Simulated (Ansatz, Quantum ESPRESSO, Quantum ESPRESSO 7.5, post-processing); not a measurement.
## 1T-PtS2, layer by layer

What does each added layer of 1T-PtS2 bring in screening, and what does it do to the gap?

Method: plane-wave DFT, PBE, GBRV ultrasoft pseudopotentials (geometry by Ansatz 0.2.0 with PAW datasets; geometry under PBE and PBE-D3(BJ)), in Quantum ESPRESSO 7.5.

This is a report of a sequence of runs, with most program output left out.

## 1. The starting structure

The cell holds 3 atoms: 2 S and 1 Pt. Cell: a = 3.570 Å, b = 3.570 Å, c = 19.014 Å, α = 90.0°, β = 90.0°, γ = 120.0°. It derives from PtS2. Vacuum lies along c.

## 2. Geometry from Ansatz, 1 layer

A relaxation in Ansatz fixes the structure of this slab for the runs on it.

Input file input.yaml:

```yaml
crystal:
  lattice:
    - [3.57, 0.0, 0.0]
    - [-1.785, 3.0917106915, 0.0]
    - [0.0, 0.0, 19.0140863934]
  atoms:
    - { symbol: S, position: [0.6666666667, 0.3333333333, 0.4470369927] }
    - { symbol: Pt, position: [0.0, 0.0, 0.5] }
    - { symbol: S, position: [0.3333333333, 0.6666666667, 0.5529630073] }
kpoints:
  mp_grid: { grid: [12, 12, 1] }
hamiltonian:
  xc: pbe
scf:
  occupations: { method: fermi_dirac, width: 0.05 }
  convergence: { dr2_threshold: 1.0e-08 }
efield:
  axis: 3
  dipole_correction: true
  ramp_position: 0.97
  ramp_width: 0.04
relax:
  f_tol: 0.01
  cell: { fix: [c, alpha, beta] }
output:
  write_potential: true
  write_density: true
  volumetric_format: npy
```

Run with:

```console
ansatz run input.yaml --threads 4 --pin off --max-ram 8192MiB --backend cpu --events-out ev --progress --plain --runs-dir out
```

Wall time 3.8 s (4 threads of Intel Xeon 6975P-C (Granite Rapids), shared host); peak memory 0.62 GiB; 14 s of CPU time.

Relaxation path:

| step | energy less that of the first step (eV) | largest force component (eV/Å) | pressure (GPa) | volume (Å³) |
| --- | --- | --- | --- | --- |
| 1 | 0.0000 | 3.1410 | 5.51 | 209.87 |
| 2 | -0.6791 | 0.1910 | 0.15 | 212.23 |
| 3 | -0.6834 | 0.0014 | 0.01 | 210.36 |
| 4* | -0.6834 | 0.0014 | 0.01 | 210.36 |

Relaxation steps marked * repeat the geometry before them on a plane-wave basis chosen anew for their cell, so energy and pressure can jump there.

Forces are held to the 6 operations that the run works with; a distortion that breaks them can't arise in this run.

| cell as run | before | after | change |
| --- | --- | --- | --- |
| a (Å) | 3.570 | 3.574 | +0.1 % |
| b (Å) | 3.570 | 3.574 | +0.1 % |

The atoms that moved most (Å, along periodic axes as changes of fractional coordinates times the final cell, across vacuum about the mean position):

| atom | dx | dy | dz | length |
| --- | --- | --- | --- | --- |
| S3 | 0.000 | 0.000 | 0.222 | 0.222 |
| S1 | 0.000 | 0.000 | -0.222 | 0.222 |

Final coordinates:

```xyz
3
Lattice="3.5742 0.0000 0.0000 -1.7871 3.0954 0.0000 0.0000 0.0000 19.0141" Properties=species:S:1:pos:R:3
S     1.7871    1.0318    8.2780
Pt    0.0000    0.0000    9.5070
S     0.0000    2.0636   10.7361
```

This step gave:

| Property | Result |
| --- | --- |
| free energy | -14328.2529 eV |
| Fermi energy | -1.160 eV |
| gap by band count | 1.771 eV |
| symmetry operations | 6 |
| dipole along the normal | -2.53e-5 e·Å |
| vacuum level at the upper face over a Fermi level inside the gap | 5.450 eV |
| vacuum level at the lower face over a Fermi level inside the gap | 5.450 eV |

## 3. Self-consistent run, 1 layer: no field

The zero-field run is the reference. tefield and dipfield are on already, so that all runs share k-points and boundary.

Level of this step: plane-wave DFT, PBE, GBRV ultrasoft pseudopotentials (Quantum ESPRESSO 7.5).

Input file n1.f0.in:

```
&control
  prefix = 'n1.f0'
  outdir = './out'
  pseudo_dir = './pseudo'
  calculation = 'scf'
  tprnfor = .true.
  tefield = .true.
  dipfield = .true.
/
&system
  ibrav = 0
  nat = 3
  ntyp = 2
  ecutwfc = 40
  ecutrho = 200
  occupations = 'smearing'
  smearing = 'fd'
  degauss = 0.004
  edir = 3
  emaxpos = 0.97
  eopreg = 0.04
  eamp = 0.0
  nbnd = 18
/
&electrons
  conv_thr = 1e-09
  mixing_beta = 0.4
  electron_maxstep = 120
  mixing_mode = 'plain'
/
ATOMIC_SPECIES
  S   32.0600  s_pbe_v1.4.uspp.F.UPF
  Pt  195.0840  pt_pbe_v1.4.uspp.F.UPF
CELL_PARAMETERS angstrom
  3.57420299353927 0.00000000000000 -0.00000000000000
  -1.78710149676964 3.09535059068740 -0.00000000000000
  -0.00000000000000 -0.00000000000000 19.01408639340000
ATOMIC_POSITIONS crystal
  S   0.666666666667 0.333333333333 0.435362694280
  Pt  -0.000000000000 0.000000000000 0.499999984889
  S   0.333333333333 0.666666666667 0.564637320831
K_POINTS automatic
  12 12 1 0 0 0
```

Run with:

```console
OMP_NUM_THREADS=1 mpirun -n 4 pw.x -nk 4 -in n1.f0.in > n1.f0.out
```

Elapsed: 31 s, on 4 MPI ranks; peak memory 0.64 GiB.

This step gave:

| Item | Value |
| --- | --- |
| free energy | -3523.4910 eV |
| Fermi energy | -1.215 eV |
| dipole along the normal | 0 e·Å |
| valence top, on the run's zero | -2.125 eV |
| conduction bottom, on the run's zero | -0.3568 eV |
| gap by band count | 1.769 eV |

The run needed 13 iterations to bring the estimated error under 1e-09 Ry; the largest force on any atom, held or free, is 0.01 eV/Å.

## 4. Potential by pp.x, 1 layer

plot_num = 11 writes the bare and Hartree potential. It leaves out exchange and correlation, which fade slowly, so it flattens close to the surface.

Input file n1.f0.pot.in:

```
&inputpp
  prefix = 'n1.f0'
  outdir = './out'
  filplot = 'n1.f0.pot.dat'
  plot_num = 11
/
```

Run with:

```console
OMP_NUM_THREADS=1 mpirun -n 4 pp.x -in n1.f0.pot.in > n1.f0.pot.out
```

Elapsed: 1.2 s, on 4 MPI ranks; peak memory 0.1 GiB.

Numbers from this step:

| Item | Value |
| --- | --- |
| slope of the potential above | 3.56e-5 eV/Å |
| upper vacuum line continued to the top atoms, over the valence top | 6.358 eV |
| slope of the potential below | -2.65e-5 eV/Å |
| lower vacuum line continued to the bottom atoms, over the valence top | 6.358 eV |
| vacuum level at the upper face over the valence top of the mesh | 6.358 eV |
| vacuum level at the lower face over the valence top of the mesh | 6.358 eV |

Electrostatic potential energy of an electron, with the sawtooth; zero at the highest filled level of the SCF mesh. Table of potential energy, planar mean by z:

| z (Å) | potential energy, planar mean (eV) |
| --- | --- |
| 0.0 | 6.36 |
| 0.5 | 6.36 |
| 1.0 | 6.36 |
| 1.5 | 6.36 |
| 2.0 | 6.36 |
| 2.5 | 6.36 |
| 3.0 | 6.36 |
| 3.5 | 6.36 |
| 4.0 | 6.36 |
| 4.5 | 6.36 |
| 5.0 | 6.36 |
| 5.5 | 6.35 |
| 6.0 | 6.32 |
| 6.5 | 6.18 |
| 7.0 | 5.55 |
| 7.5 | 2.66 |
| 8.0 | -6.60 |
| 8.5 | -9.50 |
| 9.0 | -9.91 |
| 9.5 | -14.1 |
| 10.0 | -10.1 |
| 10.5 | -9.41 |
| 11.0 | -6.84 |
| 11.5 | 2.52 |
| 12.0 | 5.52 |
| 12.5 | 6.17 |
| 13.0 | 6.32 |
| 13.5 | 6.35 |
| 14.0 | 6.36 |
| 14.5 | 6.36 |
| 15.0 | 6.36 |
| 15.5 | 6.36 |
| 16.0 | 6.36 |
| 16.5 | 6.36 |
| 17.0 | 6.36 |
| 17.5 | 6.36 |
| 18.0 | 6.36 |
| 18.5 | 6.36 |

## 5. Ground state, 1 layer: field 0.1 V/Å

eamp is the field in Hartree atomic units (1 a.u. = 51.42 V/Å). With dipfield on, it is the field in the vacuum beside an isolated sheet. The run starts from the density of the one before.

n1.f1.in is the input of step 3 with these lines changed:

```diff
@@ -1,3 +1,3 @@
 &control
-  prefix = 'n1.f0'
+  prefix = 'n1.f1'
   outdir = './out'
@@ -21,3 +21,3 @@
   eopreg = 0.04
-  eamp = 0.0
+  eamp = 0.00194469
   nbnd = 18
@@ -29,2 +29,3 @@
   mixing_mode = 'plain'
+  startingpot = 'file'
 /
```

Run with:

```console
cp -r out/n1.f0.save out/n1.f1.save
OMP_NUM_THREADS=1 mpirun -n 4 pw.x -nk 4 -in n1.f1.in > n1.f1.out
```

Run time: 27 s. Hardware: 4 MPI ranks; peak memory 0.48 GiB.

This step gave:

```
free energy                          : -3523.4923 eV
Fermi energy                         : -1.201 eV
dipole along the normal              : 0.02700 e·Å
valence top, on the run's zero       : -2.111 eV
conduction bottom, on the run's zero : -0.3427 eV
gap by band count                    : 1.768 eV
```

## 6. Electrostatic potential, 1 layer

Input file n1.f1.pot.in:

```
&inputpp
  prefix = 'n1.f1'
  outdir = './out'
  filplot = 'n1.f1.pot.dat'
  plot_num = 11
/
```

Run with:

```console
OMP_NUM_THREADS=1 mpirun -n 4 pp.x -in n1.f1.pot.in > n1.f1.pot.out
```

It took 1.2 s on 4 MPI ranks; peak memory 0.1 GiB.

Read from the output:

```
slope of the potential above                                          : 0.1000 eV/Å
upper vacuum line continued to the top atoms, over the valence top    : 6.260 eV
slope of the potential below                                          : 0.09997 eV/Å
lower vacuum line continued to the bottom atoms, over the valence top : 6.456 eV
```

The slope in the vacuum is 0.100 eV/Å for an applied 0.10 V/Å, as it should be.

## 7. Band structure, 1 layer: no field

A bands run reads the converged density and follows the path given under K_POINTS.

n1.f0.bands.in is the input of step 5 with these lines changed:

```diff
@@ -1,7 +1,6 @@
 &control
-  prefix = 'n1.f1'
+  prefix = 'n1.f0.bands'
   outdir = './out'
   pseudo_dir = './pseudo'
-  calculation = 'scf'
-  tprnfor = .true.
+  calculation = 'bands'
   tefield = .true.
@@ -21,3 +20,3 @@
   eopreg = 0.04
-  eamp = 0.00194469
+  eamp = 0.0
   nbnd = 18
@@ -25,7 +24,6 @@
 &electrons
-  conv_thr = 1e-09
+  conv_thr = 1e-07
   mixing_beta = 0.4
   electron_maxstep = 120
-  mixing_mode = 'plain'
-  startingpot = 'file'
+  mixing_mode = 'local-TF'
 /
@@ -42,3 +40,7 @@
   S   0.333333333333 0.666666666667 0.564637320831
-K_POINTS automatic
-  12 12 1 0 0 0
+K_POINTS crystal_b
+4
+  0.0000000000 0.0000000000 0.0000000000 12
+  0.5000000000 0.0000000000 0.0000000000 12
+  0.3333333333 0.3333333333 0.0000000000 12
+  0.0000000000 0.0000000000 0.0000000000 1
```

Run with:

```console
cp -r out/n1.f0.save out/n1.f0.bands.save
cp out/n1.f0.xml out/n1.f0.bands.xml
OMP_NUM_THREADS=1 mpirun -n 4 pw.x -nk 4 -in n1.f0.bands.in > n1.f0.bands.out
```

The job ended after 9.8 s (4 MPI ranks; peak memory 0.33 GiB; 39 s of CPU time).

Numbers from this step:

- dipole along the normal: 0 e·Å
- valence top, on the run's zero: -2.125 eV
- conduction bottom, on the run's zero: -0.3567 eV
- gap by band count: 1.769 eV

Band numbers count within the set of bands kept for display. Electronic bands along the path, in eV, zero at the highest filled level of the SCF mesh; v1 is the highest filled band, c1 the lowest empty one:

| point | v4 | v3 | v2 | v1 | c1 | c2 | c3 | c4 |
| --- | --- | --- | --- | --- | --- | --- | --- | --- |
| Γ | -0.78 | -0.65 | -0.28 | -0.28 | 3.19 | 3.19 | 5.33 | 5.75 |
| halfway | -2.00 | -0.41 | -0.41 | -0.14 | 1.77 | 2.76 | 6.18 | 6.58 |
| M | -2.11 | -2.00 | -1.67 | -1.36 | 2.79 | 2.98 | 5.52 | 6.76 |
| halfway | -2.23 | -2.19 | -1.09 | -0.75 | 2.30 | 2.60 | 6.21 | 7.83 |
| K | -2.45 | -2.22 | -0.71 | -0.71 | 2.15 | 2.15 | 6.86 | 8.97 |
| halfway | -2.05 | -0.79 | -0.49 | 0.00 | 2.10 | 2.14 | 6.80 | 6.92 |
| Γ | -0.78 | -0.65 | -0.28 | -0.28 | 3.19 | 3.19 | 5.33 | 5.75 |

Along this path the valence top lies between K and Γ and the conduction bottom between Γ and M.

## 8. Polarisability from the dipole between 0 and 0.1 V/A, 1 layer

Read from the output:

```
change of slope in the vacuum : 0.09999 eV/Å
polarisability a cell         : 3.889 Å³
sheet polarisability 4πα/A    : 4.417 Å
```

Table of change of the potential energy, second field less first by z:

| z (Å) | change of the potential energy, second field less first (eV) |
| --- | --- |
| 0 | -0.364 |
| 1 | -0.629 |
| 2 | -0.529 |
| 3 | -0.429 |
| 4 | -0.329 |
| 5 | -0.229 |
| 6 | -0.131 |
| 7 | -0.0471 |
| 8 | -0.00741 |
| 9 | -9.0e-4 |
| 10 | 9.1e-4 |
| 11 | 0.00747 |
| 12 | 0.0471 |
| 13 | 0.132 |
| 14 | 0.229 |
| 15 | 0.329 |
| 16 | 0.429 |
| 17 | 0.529 |
| 18 | 0.629 |

## 9. Geometry from Ansatz, 2 layers

Level of this step: plane-wave DFT, PBE-D3(BJ), Ansatz PAW (Ansatz 0.2.0).

System of this step: 1T-PtS2, 2 layers, AA stacking. The cell holds 6 atoms: 4 S and 2 Pt. Cell: a = 3.570 Å, b = 3.570 Å, c = 24.328 Å, α = 90.0°, β = 90.0°, γ = 120.0°. It derives from PtS2. Vacuum lies along c.

input.yaml, the sections that differ from step 2:

```yaml
crystal:
  lattice:
    - [3.57, 0.0, 0.0]
    - [-1.785, 3.0917106915, 0.0]
    - [0.0, 0.0, 24.3281727868]
  atoms:
    - { symbol: S, position: [0.6666666667, 0.3333333333, 0.349389166] }
    - { symbol: Pt, position: [0.0, 0.0, 0.3907832816] }
    - { symbol: S, position: [0.3333333333, 0.6666666667, 0.4321773972] }
    - { symbol: S, position: [0.6666666667, 0.3333333333, 0.5678226028] }
    - { symbol: Pt, position: [0.0, 0.0, 0.6092167184] }
    - { symbol: S, position: [0.3333333333, 0.6666666667, 0.650610834] }
hamiltonian:
  xc: pbe
  dispersion: d3bj
# kpoints, scf, efield, relax, output: as in step 2
```

Run with:

```console
ansatz run input.yaml --threads 4 --pin off --max-ram 8192MiB --backend cpu --events-out ev --progress --plain --runs-dir out
```

The job ended after 15 s (4 threads; peak memory 0.76 GiB).

The steps of the relaxation:

| step | energy less that of the first step (eV) | largest force component (eV/Å) | pressure (GPa) | volume (Å³) |
| --- | --- | --- | --- | --- |
| 1 | 0.0000 | 3.1313 | 7.59 | 268.52 |
| 2 | -1.2860 | 0.4480 | 0.19 | 270.78 |
| 3 | -1.3616 | 0.1563 | 0.06 | 263.83 |
| 4 | -1.3740 | 0.1046 | 0.10 | 265.78 |
| 5 | -1.3756 | 0.0228 | -0.01 | 267.30 |
| 6 | -1.3757 | 0.0042 | -0.01 | 267.06 |
| 7* | -1.3756 | 0.0042 | -0.01 | 267.06 |

Relaxation steps marked * repeat the geometry before them on a plane-wave basis chosen anew for their cell, so energy and pressure can jump there.

| cell as run | before | after | change |
| --- | --- | --- | --- |
| a (Å) | 3.570 | 3.560 | -0.3 % |
| b (Å) | 3.570 | 3.560 | -0.3 % |

The atoms that moved most (Å, along periodic axes as changes of fractional coordinates times the final cell, across vacuum about the mean position):

| atom | dx | dy | dz | length |
| --- | --- | --- | --- | --- |
| S3 | 0.000 | 0.000 | 0.487 | 0.487 |
| S4 | 0.000 | 0.000 | -0.487 | 0.487 |
| Pt2 | 0.000 | 0.000 | 0.284 | 0.284 |
| Pt5 | 0.000 | 0.000 | -0.284 | 0.284 |
| S6 | 0.000 | 0.000 | -0.050 | 0.050 |
| S1 | 0.000 | 0.000 | 0.050 | 0.050 |

Final coordinates:

```xyz
6
Lattice="3.5603 0.0000 0.0000 -1.7802 3.0833 0.0000 0.0000 0.0000 24.3282" Properties=species:S:1:pos:R:3
S     1.7802    1.0278    8.5501
Pt    0.0000    0.0000    9.7914
S     0.0000    2.0555   11.0014
S     1.7802    1.0278   13.3268
Pt    0.0000    0.0000   14.5367
S     0.0000    2.0555   15.7780
```

Numbers from this step:

| Property | Result |
| --- | --- |
| free energy | -28658.5116 eV |
| Fermi energy | 1.638 eV |
| gap by band count | 0.8019 eV |
| dipole along the normal | 5.46e-5 e·Å |
| vacuum level at the upper face over a Fermi level inside the gap | 5.135 eV |
| vacuum level at the lower face over a Fermi level inside the gap | 5.136 eV |

## 10. Ground state, 2 layers: no field

Level of this step: plane-wave DFT, PBE, GBRV ultrasoft pseudopotentials (Quantum ESPRESSO 7.5).

Input file n2.f0.in:

```
&control
  prefix = 'n2.f0'
  outdir = './out'
  pseudo_dir = './pseudo'
  calculation = 'scf'
  tprnfor = .true.
  tefield = .true.
  dipfield = .true.
/
&system
  ibrav = 0
  nat = 6
  ntyp = 2
  ecutwfc = 40
  ecutrho = 200
  occupations = 'smearing'
  smearing = 'fd'
  degauss = 0.004
  edir = 3
  emaxpos = 0.97
  eopreg = 0.04
  eamp = 0.0
  nbnd = 32
/
&electrons
  conv_thr = 1e-09
  mixing_beta = 0.4
  electron_maxstep = 120
  mixing_mode = 'plain'
/
ATOMIC_SPECIES
  S   32.0600  s_pbe_v1.4.uspp.F.UPF
  Pt  195.0840  pt_pbe_v1.4.uspp.F.UPF
CELL_PARAMETERS angstrom
  3.56031340393036 0.00000000000000 -0.00000000000000
  -1.78015670196518 3.08332185323794 0.00000000000000
  -0.00000000000000 0.00000000000000 24.32817278680000
ATOMIC_POSITIONS crystal
  S   0.666666666667 0.333333333333 0.351450382117
  Pt  -0.000000000000 -0.000000000000 0.402473601257
  S   0.333333333333 0.666666666667 0.452209079261
  S   0.666666666667 0.333333333333 0.547790932196
  Pt  0.000000000000 0.000000000000 0.597526400985
  S   0.333333333333 0.666666666667 0.648549604185
K_POINTS automatic
  12 12 1 0 0 0
```

Run with:

```console
OMP_NUM_THREADS=1 mpirun -n 4 pw.x -nk 4 -in n2.f0.in > n2.f0.out
```

Wall time 86 s (4 MPI ranks); peak memory 0.91 GiB; 5.7 min of CPU time.

Numbers from this step:

```
free energy                          : -7046.8585 eV
Fermi energy                         : 1.544 eV
dipole along the normal              : -2.08e-5 e·Å
valence top, on the run's zero       : 1.145 eV
conduction bottom, on the run's zero : 1.946 eV
gap by band count                    : 0.8011 eV
```

## 11. Potential by pp.x, 2 layers

Input file n2.f0.pot.in:

```
&inputpp
  prefix = 'n2.f0'
  outdir = './out'
  filplot = 'n2.f0.pot.dat'
  plot_num = 11
/
```

Run with:

```console
OMP_NUM_THREADS=1 mpirun -n 4 pp.x -in n2.f0.pot.in > n2.f0.pot.out
```

It took 1.3 s on 4 MPI ranks; peak memory 0.11 GiB; 4.5 s of CPU time.

Numbers from this step:

| Item | Value |
| --- | --- |
| slope of the potential above | 3.04e-5 eV/Å |
| upper vacuum line continued to the top atoms, over the valence top | 5.538 eV |
| slope of the potential below | -2.55e-5 eV/Å |
| lower vacuum line continued to the bottom atoms, over the valence top | 5.538 eV |
| vacuum level at the upper face over the valence top of the mesh | 5.539 eV |
| vacuum level at the lower face over the valence top of the mesh | 5.538 eV |

## 12. Self-consistent run, 2 layers: field 0.1 V/Å

n2.f1.in is the input of step 10 with these lines changed:

```diff
@@ -1,3 +1,3 @@
 &control
-  prefix = 'n2.f0'
+  prefix = 'n2.f1'
   outdir = './out'
@@ -21,3 +21,3 @@
   eopreg = 0.04
-  eamp = 0.0
+  eamp = 0.00194469
   nbnd = 32
@@ -29,2 +29,3 @@
   mixing_mode = 'plain'
+  startingpot = 'file'
 /
```

Run with:

```console
cp -r out/n2.f0.save out/n2.f1.save
OMP_NUM_THREADS=1 mpirun -n 4 pw.x -nk 4 -in n2.f1.in > n2.f1.out
```

Run time: 85 s. Hardware: 4 MPI ranks; peak memory 0.9 GiB.

Numbers from this step:

```
free energy                          : -7046.8612 eV
Fermi energy                         : 1.559 eV
dipole along the normal              : 0.05403 e·Å
valence top, on the run's zero       : 1.160 eV
conduction bottom, on the run's zero : 1.961 eV
gap by band count                    : 0.8007 eV
```

## 13. Potential by pp.x, 2 layers

Input file n2.f1.pot.in:

```
&inputpp
  prefix = 'n2.f1'
  outdir = './out'
  filplot = 'n2.f1.pot.dat'
  plot_num = 11
/
```

Run with:

```console
OMP_NUM_THREADS=1 mpirun -n 4 pp.x -in n2.f1.pot.in > n2.f1.pot.out
```

The job ended after 1.3 s (4 MPI ranks; peak memory 0.11 GiB).

Numbers from this step:

```
slope of the potential above                                          : 0.1000 eV/Å
upper vacuum line continued to the top atoms, over the valence top    : 5.455 eV
slope of the potential below                                          : 0.09997 eV/Å
lower vacuum line continued to the bottom atoms, over the valence top : 5.623 eV
```

The slope in the vacuum is 0.100 eV/Å for an applied 0.10 V/Å, as it should be.

## 14. Bands along a path, 2 layers: no field

n2.f0.bands.in is the input of step 12 with these lines changed:

```diff
@@ -1,7 +1,6 @@
 &control
-  prefix = 'n2.f1'
+  prefix = 'n2.f0.bands'
   outdir = './out'
   pseudo_dir = './pseudo'
-  calculation = 'scf'
-  tprnfor = .true.
+  calculation = 'bands'
   tefield = .true.
@@ -21,3 +20,3 @@
   eopreg = 0.04
-  eamp = 0.00194469
+  eamp = 0.0
   nbnd = 32
@@ -25,7 +24,6 @@
 &electrons
-  conv_thr = 1e-09
+  conv_thr = 1e-07
   mixing_beta = 0.4
   electron_maxstep = 120
-  mixing_mode = 'plain'
-  startingpot = 'file'
+  mixing_mode = 'local-TF'
 /
@@ -45,3 +43,7 @@
   S   0.333333333333 0.666666666667 0.648549604185
-K_POINTS automatic
-  12 12 1 0 0 0
+K_POINTS crystal_b
+4
+  0.0000000000 0.0000000000 0.0000000000 12
+  0.5000000000 0.0000000000 0.0000000000 12
+  0.3333333333 0.3333333333 0.0000000000 12
+  0.0000000000 0.0000000000 0.0000000000 1
```

Run with:

```console
cp -r out/n2.f0.save out/n2.f0.bands.save
cp out/n2.f0.xml out/n2.f0.bands.xml
OMP_NUM_THREADS=1 mpirun -n 4 pw.x -nk 4 -in n2.f0.bands.in > n2.f0.bands.out
```

The job ended after 22 s (4 MPI ranks; peak memory 0.46 GiB).

Numbers from this step:

```
dipole along the normal              : -2.08e-5 e·Å
conduction bottom, on the run's zero : 1.946 eV
gap by band count                    : 0.7864 eV
```

Band numbers count within the set of bands kept for display. The electronic bands at the labelled points (eV, zero at the highest filled level of the SCF mesh; v1 is the highest filled band, c1 the lowest empty one):

| point | v4 | v3 | v2 | v1 | c1 | c2 | c3 | c4 |
| --- | --- | --- | --- | --- | --- | --- | --- | --- |
| Γ | -1.32 | -1.08 | -1.08 | -0.24 | 2.08 | 2.08 | 2.56 | 2.56 |
| halfway | -1.46 | -1.17 | -1.11 | -0.57 | 0.80 | 1.60 | 1.61 | 2.19 |
| M | -2.74 | -2.55 | -2.46 | -1.59 | 1.69 | 1.77 | 2.17 | 2.45 |
| halfway | -2.30 | -1.96 | -1.69 | -1.30 | 1.32 | 1.43 | 1.65 | 2.25 |
| K | -1.82 | -1.82 | -1.45 | -1.45 | 0.98 | 0.98 | 1.90 | 1.90 |
| halfway | -1.49 | -1.21 | -1.15 | -0.56 | 1.04 | 1.28 | 1.37 | 1.99 |
| Γ | -1.32 | -1.08 | -1.08 | -0.24 | 2.08 | 2.08 | 2.56 | 2.56 |

Along this path the valence top lies between Γ and M and the conduction bottom between Γ and M.

(Part 1 of 2 ends here.)

[Logs are printed without paths, hosts, clocks, repeated set-up lines and the standing remarks that a program may print on its own settings, such as how far it seeks lower states.]

[Hosts, paths, dates, database ids (printed as entryN), source tags and the programs' standing remarks are cut or masked in the printed files.]

[Maps of the electrostatic potential energy from Ansatz leave out the sawtooth potential of an applied field or a dipole correction, so their vacuum need not be flat; planar profiles and work functions include it.]
